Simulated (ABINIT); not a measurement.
**A GW chain in ABINIT: Ga2O3 (R-3c)**

Aim: the G0W0 gap of Ga2O3 (R-3c) on PBE, step by step.

Calculated with ABINIT 10.8.3; PBE and many-body steps on it, plane waves.

**What was measured.**

- Gap 5.6 eV: direct band-to-band gap from Tauc plot; UV-Vis absorption, Tauc plot; film (163 nm mist CVD film on c-plane sapphire) on Al2O3 (sapphire) (“Optical properties of mist CVD grown alpha-Ga2O3”, 2019, arxiv:1907.13072).

- Gap 5.04 eV: direct optical gap from Tauc plot; UV-vis transmittance, Tauc plot; film on Al2O3 (“Ti Alloyed α-Ga2O3: Route towards Wide Band Gap Engineering”, 2020, pmc:7766553).

- Gap 5.62 ± 0.02 eV: lowest direct band-to-band transition E0, E parallel to c (M1-type CP); abstract instead prints 5.44 eV, which Table III gives as the exciton energy; generalized spectroscopic ellipsometry, critical-point model; 300 K; film (51.8 nm PAMBE film, fully lattice-relaxed) on m-plane Al2O3 (“Anisotropic dielectric functions, band-to-band transitions, and critical points in alpha-Ga2O3”, 2021, arxiv:2101.06595).

- Gap 5.3 eV: direct optical gap from Tauc plot, upper end of the 5.1-5.3 eV range over the samples; UV-visible transmission; film (mist-CVD epitaxial films grown with different carrier gases) on Al2O3 (0001) (“Influence of Carrier Gases on the Quality of Epitaxial Corundum-Structured α-Ga2O3 Films Grown by Mist Chemical Vapor Deposition Method”, 2019, pmc:6888560).

- Gap 5.2 eV: optical gap from Tauc plot assuming direct gap; largest value, film grown at 250 C; UV-vis transmittance/reflectance, Tauc plot; film on c-plane sapphire (“Low temperature growth and optical properties of alpha-Ga2O3 deposited on sapphire by plasma enhanced atomic layer deposition”, 2019, arxiv:1908.06914).

This is a selection; 2 further reports are not listed.

### 1. The structure

The structure is trigonal, space group R-3c (No. 167). The conventional cell has a = 4.997 Å, b = 4.997 Å, c = 13.451 Å, α = 90.00°, β = 90.00°, γ = 120.00°. Nearest to Ga lie 6 O at 1.93 to 2.08 Å. Nearest to O lie 4 Ga at 1.93 to 2.08 Å. Farther neighbours and most contacts between anions are not listed.

The cell and positions are those that the Materials Project relaxed with its own functionals (PBE, PBE+U or r2SCAN), kept fixed. This is not the form that Ga2O3 usually takes at ambient conditions.

### 2. Ground state

This step: ABINIT 10.8.3; DFT, PBE, plane waves, norm-conserving pseudopotentials.

The ground-state density comes first.

File run.abi:

```
acell 3*1.0 Angstrom
rprim 
  2.498699193881 1.442624652211 4.483549768500
  -2.498699193881 1.442624652211 4.483549768500
  0.000000000000 -2.885249304422 4.483549768500
ntypat 2
znucl 31 8
natom 10
typat 1 1 1 1 2 2 2 2 2 2
xred 
  0.855585580000 0.855585580000 0.855585580000
  0.644414420000 0.644414420000 0.644414420000
  0.144414420000 0.144414420000 0.144414420000
  0.355585580000 0.355585580000 0.355585580000
  0.750000000000 0.446832820000 0.053167180000
  0.446832820000 0.053167180000 0.750000000000
  0.053167180000 0.750000000000 0.446832820000
  0.250000000000 0.553167180000 0.946832820000
  0.946832820000 0.250000000000 0.553167180000
  0.553167180000 0.946832820000 0.250000000000
pp_dirpath "pseudos"
pseudos "Ga.upf, O.upf"
ecut 45
ngkpt 4 4 4
nshiftk 1
shiftk 0 0 0
kptopt 1
chksymbreak 0
nband 69
occopt 1
tolvrs 1e-08
nstep 60
prtwf 0
optforces 0
optstress 0
indata_prefix "in"
outdata_prefix "out"
tmpdata_prefix "tmp"
```

Started as:

```sh
$ OMP_NUM_THREADS=1 mpirun -n 8 abinit run.abi > log
```

Numbers of over 12 decimals in the logs are rounded to 6 here.

Log:

```text
.Version 10.8.3 of ABINIT. v10.8.2 released Aug 2026.

 Symmetries : space group R-3 c (#167); Bravais hR (rhombohedral)
================================================================================
 Values of the parameters that define the memory need of the present run
     intxc =       0    ionmov =       0      iscf =       7    lmnmax =       6
     lnmax =       6     mgfft =      64  mpssoang =       3    mqgrid =    3001
     natom =      10  nloc_mem =       1    nspden =       1   nspinor =       1
    nsppol =       1      nsym =      12    n1xccc =    2501    ntypat =       2
    occopt =       1   xclevel =       2
-    mband =          69        mffmem =           1         mkmem =           2
       mpw =        9445          nfft =      262144          nkpt =          13
================================================================================
  Rough estimation (10% accuracy) of disk space for files :
================================================================================

--------------------------------------------------------------------------------
------------- Echo of variables that govern the present computation ------------
--------------------------------------------------------------------------------
 -outvars: echo values of preprocessed input variables --------
            acell      1.8897261259E+00  1.8897261259E+00  1.8897261259E+00 Bohr

      chksymbreak           0
             ecut      4.50000000E+01 Hartree
-          fftalg         312

              ixc     -101130
              kpt      0.00000000E+00  0.00000000E+00  0.00000000E+00
                       2.50000000E-01  0.00000000E+00  0.00000000E+00
                       5.00000000E-01  0.00000000E+00  0.00000000E+00
                       2.50000000E-01  2.50000000E-01  0.00000000E+00
                       5.00000000E-01  2.50000000E-01  0.00000000E+00
                      -2.50000000E-01  2.50000000E-01  0.00000000E+00
                       5.00000000E-01  5.00000000E-01  0.00000000E+00
                       2.50000000E-01  2.50000000E-01  2.50000000E-01
                       5.00000000E-01  2.50000000E-01  2.50000000E-01
                      -2.50000000E-01  2.50000000E-01  2.50000000E-01
                       5.00000000E-01  5.00000000E-01  2.50000000E-01
[...]
kptrlatt        4    0    0      0    4    0      0    0    4
          kptrlen      3.77748572E+01
P           mkmem           2
            natom          10
            nband          69
            ngfft          64      64      64
             nkpt          13
            nstep          60
             nsym          12
           ntypat           2
              occ      2.000000  2.000000  2.000000  2.000000  2.000000  2.000000
                       2.000000  2.000000  2.000000  2.000000  2.000000  2.000000
                       2.000000  2.000000  2.000000  2.000000  2.000000  2.000000
                       2.000000  2.000000  2.000000  2.000000  2.000000  2.000000
                       2.000000  2.000000  2.000000  2.000000  2.000000  2.000000
                       2.000000  2.000000  2.000000  2.000000  2.000000  2.000000
                       2.000000  2.000000  2.000000  2.000000  2.000000  2.000000
                       2.000000  2.000000  2.000000  2.000000  2.000000  2.000000
                       2.000000  2.000000  2.000000  2.000000  2.000000  2.000000
                       2.000000  2.000000  2.000000  2.000000  2.000000  2.000000
                       0.000000  0.000000  0.000000  0.000000  0.000000  0.000000
[...]
optforces           0
        optstress           0
            prtwf           0
            rprim      2.4986991939E+00  1.4426246522E+00  4.4835497685E+00
[...]
spgroup         167

           tolvrs      1.00000000E-08

             xred      8.5558558000E-01  8.5558558000E-01  8.5558558000E-01
[...]
znucl       31.00000    8.00000

================================================================================

 chkinp: Checking input parameters for consistency.

================================================================================
== DATASET  1 ==================================================================
-   mpi_nproc: 8, omp_nthreads: 1 (-1 if OMP is not activated)
-    --> not optimal distribution: autoparal keyword recommended in input file <--

--- !DatasetInfo
iteration_state: {dtset: 1, }
dimensions: {natom: 10, nkpt: 13, mband: 69, nsppol: 1, nspinor: 1, nspden: 1, mpw: 9445, }
cutoff_energies: {ecut:  45.0, pawecutdg:  -1.0, }
electrons: {nelect:   1.20000000E+02, charge:   0.00000000E+00, occopt:   1.00000000E+00, tsmear:   1.00000000E-02, }

 Real(R)+Recip(G) space primitive vectors, cartesian coordinates (Bohr,Bohr^-1):
 R(1)=  4.7218571  2.7261655  8.4726811  G(1)=  0.1058905  0.0611359  0.0393421
 R(2)= -4.7218571  2.7261655  8.4726811  G(2)= -0.1058905  0.0611359  0.0393421
 R(3)=  0.0000000 -5.4523310  8.4726811  G(3)=  0.0000000 -0.1222719  0.0393421
 Unit cell volume ucvol=  6.5439078E+02 bohr^3
 Angles (23,13,12)=  5.58935053E+01  5.58935053E+01  5.58935053E+01 degrees

 getcut: wavevector=  0.0000  0.0000  0.0000  ngfft=  64  64  64
         ecut(hartree)=     45.000   => boxcut(ratio)=   2.10352

[...]
2   -1.331955
 pspatm: atomic psp has been read  and splines computed

   1.49327161E+04                                ecore*ucvol(ha*bohr**3)
--------------------------------------------------------------------------------

_setup2: Arith. and geom. avg. npw (full set) are    9435.203    9435.198

================================================================================

--- !BeginCycle
iteration_state: {dtset: 1, }
solver: {iscf: 7, nstep: 60, nline: 4, wfoptalg: 0, }
tolerances: {tolvrs: 1.00E-08, }

     iter   Etot(hartree)      deltaE(h)  residm     vres2
 ETOT  1  -1085.9762733929    -1.086E+03 6.621E-01 9.391E+03
 ETOT  2  -1090.2692442903    -4.293E+00 3.297E-02 1.651E+04
 ETOT  3  -1092.8437170267    -2.574E+00 2.454E-02 5.151E+02
 ETOT  4  -1092.8754111003    -3.169E-02 3.178E-02 3.301E+02
 ETOT  5  -1092.9011962471    -2.579E-02 2.295E-03 7.688E+01
 ETOT  6  -1092.9107240313    -9.528E-03 1.638E-03 1.525E+00
 ETOT  7  -1092.9108547547    -1.307E-04 6.088E-04 4.595E-01
 ETOT  8  -1092.9109134790    -5.872E-05 8.460E-04 1.724E-03
 ETOT  9  -1092.9109137587    -2.797E-07 3.513E-04 1.887E-05
 ETOT 10  -1092.9109137621    -3.358E-09 4.279E-04 3.038E-07
 ETOT 11  -1092.9109137621    -6.821E-11 1.821E-04 4.927E-09

 At SCF step   11       vres2   =  4.93E-09 < tolvrs=  1.00E-08 =>converged.

--- !ResultsGS
iteration_state: {dtset: 1, }
comment   : Summary of ground state results
lattice_vectors:
- [  4.7218571,   2.7261655,   8.4726811, ]
- [ -4.7218571,   2.7261655,   8.4726811, ]
- [  0.0000000,  -5.4523310,   8.4726811, ]
lattice_lengths: [  10.07543,   10.07543,   10.07543, ]
lattice_angles: [ 55.894,  55.894,  55.894, ] # degrees, (23, 13, 12)
lattice_volume:   6.5439078E+02
convergence: {deltae: -6.821E-11, res2:  4.927E-09, residm:  1.821E-04, diffor:  0.000E+00, }
etotal    :  -1.09291091E+03
entropy   :   0.00000000E+00
fermie    :   2.13395308E-01
cartesian_stress_tensor: null
pressure_GPa: null
xred      :
- [  8.5559E-01,   8.5559E-01,   8.5559E-01, Ga]
- [  6.4441E-01,   6.4441E-01,   6.4441E-01, Ga]
- [  1.4441E-01,   1.4441E-01,   1.4441E-01, Ga]
- [  3.5559E-01,   3.5559E-01,   3.5559E-01, Ga]
- [  7.5000E-01,   4.4683E-01,   5.3167E-02,  O]
- [  4.4683E-01,   5.3167E-02,   7.5000E-01,  O]
- [  5.3167E-02,   7.5000E-01,   4.4683E-01,  O]
- [  2.5000E-01,   5.5317E-01,   9.4683E-01,  O]
- [  9.4683E-01,   2.5000E-01,   5.5317E-01,  O]
- [  5.5317E-01,   9.4683E-01,   2.5000E-01,  O]
cartesian_forces: null
force_length_stats: {min: null, max: null, mean: null, }

 Integrated electronic density in atomic spheres:
 ------------------------------------------------
 Atom  Sphere_radius  Integrated_density
[...]
================================================================================

 ----iterations are completed or convergence reached----

 Mean square residual over all n,k,spin=   40.825E-08; max=  18.206E-05
 reduced coordinates (array xred) for   10 atoms
[...]
0.446832820000      0.053167180000      0.750000000000
       0.053167180000      0.750000000000      0.446832820000
       0.250000000000      0.553167180000      0.946832820000
       0.946832820000      0.250000000000      0.553167180000
       0.553167180000      0.946832820000      0.250000000000
 rms dE/dt=  0.0000E+00; max dE/dt=  0.0000E+00; dE/dt below (all hartree)
    1       0.000000000000      0.000000000000      0.000000000000
    2       0.000000000000      0.000000000000      0.000000000000
    3       0.000000000000      0.000000000000      0.000000000000
    4       0.000000000000      0.000000000000      0.000000000000
    5       0.000000000000      0.000000000000      0.000000000000
    6       0.000000000000      0.000000000000      0.000000000000
    7       0.000000000000      0.000000000000      0.000000000000
    8       0.000000000000      0.000000000000      0.000000000000
    9       0.000000000000      0.000000000000      0.000000000000
   10       0.000000000000      0.000000000000      0.000000000000

 cartesian coordinates (angstrom) at end:
[...]
6      0.983652    -1.442625     5.604437
    7     -1.741176    -0.130555     5.604437
    8     -0.757524    -1.573180     7.846212
    9      1.741176     0.130555     7.846212
   10     -0.983652     1.442625     7.846212
 length scales=  1.889726125908  1.889726125908  1.889726125908 bohr
              =  1.000000000000  1.000000000000  1.000000000000 angstroms
 prteigrs : about to open file out_EIG
 Fermi (or HOMO) energy (hartree) =   0.21340   Average Vxc (hartree)=  -0.44931
 Eigenvalues (hartree) for nkpt=  13  k points:
 kpt#   1, nband= 69, wtk=  0.01563, kpt=  0.0000  0.0000  0.0000 (reduced coord)
  -4.98583   -4.98583   -4.98583   -4.98582   -3.17356   -3.17356   -3.17354   -3.17340
  -3.17273   -3.17273   -3.17271   -3.17271   -3.17260   -3.17260   -3.17260   -3.17260
  -0.48012   -0.40802   -0.40802   -0.40603   -0.40556   -0.40556   -0.25594   -0.25594
  -0.25273   -0.25273   -0.25025   -0.24926   -0.24782   -0.24782   -0.24618   -0.24618
  -0.24434   -0.24434   -0.24181   -0.24181   -0.24175   -0.24158   -0.23220   -0.23220
  -0.20982   -0.20982   -0.04893   -0.02394    0.02261    0.02261    0.05977    0.07053
   0.08382    0.08382    0.09496    0.17761    0.17761    0.19533    0.19533    0.20292
   0.20310    0.20310    0.20569    0.20569    0.31838    0.46001    0.46610    0.54100
   0.58939    0.58939    0.59258    0.61808    0.62581
 prteigrs : prtvol=0 or 1, do not print more k-points.

--- !EnergyTerms
iteration_state     : {dtset: 1, }
comment             : Components of total free energy in Hartree
kinetic             :  5.51360939736138E+02
hartree             :  4.08394109945229E+02
xc                  : -1.29158394276826E+02
Ewald energy        : -5.95982657166164E+02
psp_core            :  2.28192641697130E+01
local_psp           : -1.09592912371506E+03
non_local_psp       : -2.54415052455155E+02
total_energy        : -1.09291091376212E+03
total_energy_eV     : -2.97396210068292E+04
band_energy         : -1.26579496363221E+02

== END DATASET(S) ==============================================================
================================================================================

 -outvars: echo values of variables after computation  --------
           etotal     -1.0929109138E+03
            nband          69
             nkpt          13
          spgroup         167
 [... the other variables as echoed above ...]

 Calculation completed.
```

It took 71 s on 8 MPI ranks of Arm Neoverse V2, shared host; peak memory 1.1 GiB; 9.4 min of CPU time.

Numbers from this step:

```
total energy               : -29739.6210 eV
gap                        : 2.857 eV
k of the valence top       : 0.25, 0, 0
k of the conduction bottom : 0, 0, 0
least direct gap           : 3.066 eV
```

The gap is indirect, with the least direct gap 0.21 eV higher.

(Continued in part 2 of 3.)

[Paths, hosts, dates, memory and timing lines, banners, echoed tables and standing remarks are left out of the program output.]

[Logs are printed without paths, hosts, clocks, repeated set-up lines and the standing remarks that a program may print on its own settings, such as how far it seeks lower states.]

[Runs of the session that timed out or met a known fault of the program may be left out.]

[No measured gap is set beside runs whose start may be inverted or whose files or cutoffs have a known fault.]

[Hosts, paths, dates, database ids (printed as entryN), source tags and the programs' standing remarks are cut or masked in the printed files.]

[G0W0 gaps are taken among the corrected bands and points alone; a level outside them can change the order at an edge.]

[Where Ansatz stands beside ABINIT at settings called matched, ABINIT's density can come from a denser mesh and the files from another edition; pairs whose starting gaps differed by over 0.03 eV were left out, so agreement reads better than it is.]
